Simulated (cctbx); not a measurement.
# What resolution and counting buy: TbGa2C2

Space group P4/mbm (no. 127), a = 5.9360 Å, b = 5.9360 Å, c = 3.9970 Å, α = 90.00°, β = 90.00°, γ = 90.00°.

| atom | mult. | x | y | z | Ueq (Å²) |
| --- | --- | --- | --- | --- | --- |
| Tb1 | 2 | 1/2 | 1/2 | 0 | 0.0125 |
| Ga1 | 4 | 0.8646 | 0.6354 | 1/2 | 0.0231 |
| C1 | 4 | 0.6665 | 0.8335 | 1/2 | 0.0436 |

This is a model crystal, built by substitution and not relaxed, with assumed displacement parameters.

Five simulated data sets (cctbx; Ag Kα, λ = 0.56087 Å; 4 % proportional error) differ in resolution or exposure (noise floor 4 counts in the first three, 8 in the last two). Each is refined with the right model, isotropic at 1.1 Å and anisotropic otherwise. How do the figures of merit and the uncertainties move?

| d min (Å) | top counts | ⟨I/σ⟩ (unmerged, absences included) | unique | param. (scale apart) | Rint | R1 | GooF | largest s.u. xyz (fractional) | s.u. U of C1 (Å²) | largest error (Å) |
| --- | --- | --- | --- | --- | --- | --- | --- | --- | --- | --- |
| 1.1 | 40000 | 17.1 | 41 | 5 | 0.033 | 0.0151 | 1.46 | 0.00189 | 0.0038 | 0.0052 |
| 0.84 | 40000 | 16.6 | 80 | 10 | 0.032 | 0.0097 | 0.93 | 0.00100 | 0.0029 | 0.0098 |
| 0.6 | 40000 | 14.0 | 210 | 10 | 0.031 | 0.0105 | 0.98 | 0.00086 | 0.0019 | 0.0034 |
| 0.75 | 300 | 1.6 | 112 | 10 | 0.290 | 0.0502 | 0.90 | 0.00438 | 0.0110 | 0.0649 |
| 0.75 | 3000 | 7.0 | 112 | 10 | 0.060 | 0.0182 | 0.91 | 0.00206 | 0.0055 | 0.0201 |

GooF reaches 1.46 where the model lacks something that the data hold (anisotropy at the isotropic level, for one). The s.u. of U for C1 goes 0.0038, 0.0029, 0.0019 Å² with resolution and 0.0110, 0.0055 Å² with exposure.

The 1.1 Å row also differs in its displacement model, so it isn't a clean test of resolution.

Hardware for the 0.6 Å refinement: 0.42 s on 1 thread of Arm Neoverse V2, with other jobs on the host, peak memory 0.09 GiB.
